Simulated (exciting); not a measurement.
Consider SnF4, space group I4/mmm.

```xyz
5
Lattice="-2.0250 2.0250 3.9650 2.0250 -2.0250 3.9650 2.0250 2.0250 -3.9650" Properties=species:S:1:pos:R:3 pbc="T T T"
Sn    0.0000    0.0000    0.0000
F     2.0250    0.0000    0.0000
F     0.0000    2.0250    0.0000
F     0.0000    0.0000    6.0506
F     0.0000    0.0000    1.8794
```

Absorber: atom 1, with 2 F at 1.88 Å and 4 F at 2.02 Å (distorted octahedral, site symmetry 4/mmm). Method: exciting, all-electron LAPW+lo, LDA, exchange and screened direct term (singlet BSE), 3×3×4 shifted k points, 24 conduction bands, |G+q| up to 3 bohr⁻¹ (2 in the exchange term), full RPA screening with nempty = 49, Lorentzian half width 1.38 eV.

Q: Predict the Sn L₃ near-edge structure at this level.

Bound core exciton? Yes on this mesh: the first bright state (over 5 % of the brightest) lies at -2.91 eV from the Kohn–Sham onset and at -3.13 eV from the lowest bare transition of its own mesh. Maxima (height): -2.9 eV (0.23), 9.8 eV (1.00) and 21.4 eV (0.73).

Energy from the Kohn–Sham onset, core level to the lowest empty state found on the meshes used; Im ε in relative units:

```
E (eV)  Im ε
  -8.5  0.03
  -8.0  0.03
  -7.5  0.03
  -7.0  0.04
  -6.5  0.04
  -6.0  0.05
  -5.5  0.06
  -5.0  0.08
  -4.5  0.11
  -4.0  0.15
  -3.5  0.19
  -3.0  0.22
  -2.5  0.21
  -2.0  0.17
  -1.5  0.14
  -1.0  0.11
  -0.5  0.10
   0.0  0.10
   0.5  0.10
   1.0  0.10
   1.5  0.10
   2.0  0.10
   2.5  0.10
   3.0  0.11
   3.5  0.12
   4.0  0.13
   4.5  0.15
   5.0  0.18
   5.5  0.22
   6.0  0.27
   6.5  0.33
   7.0  0.41
   7.5  0.53
   8.0  0.68
   8.5  0.83
   9.0  0.95
   9.5  0.99
  10.0  1.00
  10.5  0.97
  11.0  0.91
  11.5  0.83
  12.0  0.73
  12.5  0.64
  13.0  0.55
  13.5  0.49
  14.0  0.44
  14.5  0.42
  15.0  0.40
  15.5  0.41
  16.0  0.44
  16.5  0.48
  17.0  0.53
  17.5  0.58
  18.0  0.63
  18.5  0.66
  19.0  0.68
  19.5  0.69
  20.0  0.69
  20.5  0.71
  21.0  0.72
  21.5  0.73
  22.0  0.71
  22.5  0.67
  23.0  0.65
  23.5  0.64
```

A mesh of 36 points doesn't converge binding energies, and fine structure above the first lines is partly noise of the mesh. The kernel cutoff is low for a compact core orbital, so the effect of exchange is a lower bound. The zero comes from the unshifted 4×4×4 ground-state mesh; it is exact only where the band minimum lies on that mesh. The conduction states carry no spin here, so the exchange coupling to the spinor core hole is only partly held. This core level is treated alone, with no coupling to its spin–orbit partner. The structure is a published determination, not relaxed.

[Banner, clock and machine lines of the logs are left out without a mark of their own.]

[Logs are printed without paths, hosts, clocks, repeated set-up lines and the standing remarks that a program may print on its own settings, such as how far it seeks lower states.]

[Hosts, paths, dates, database ids (printed as entryN), source tags and the programs' standing remarks are cut or masked in the printed files.]
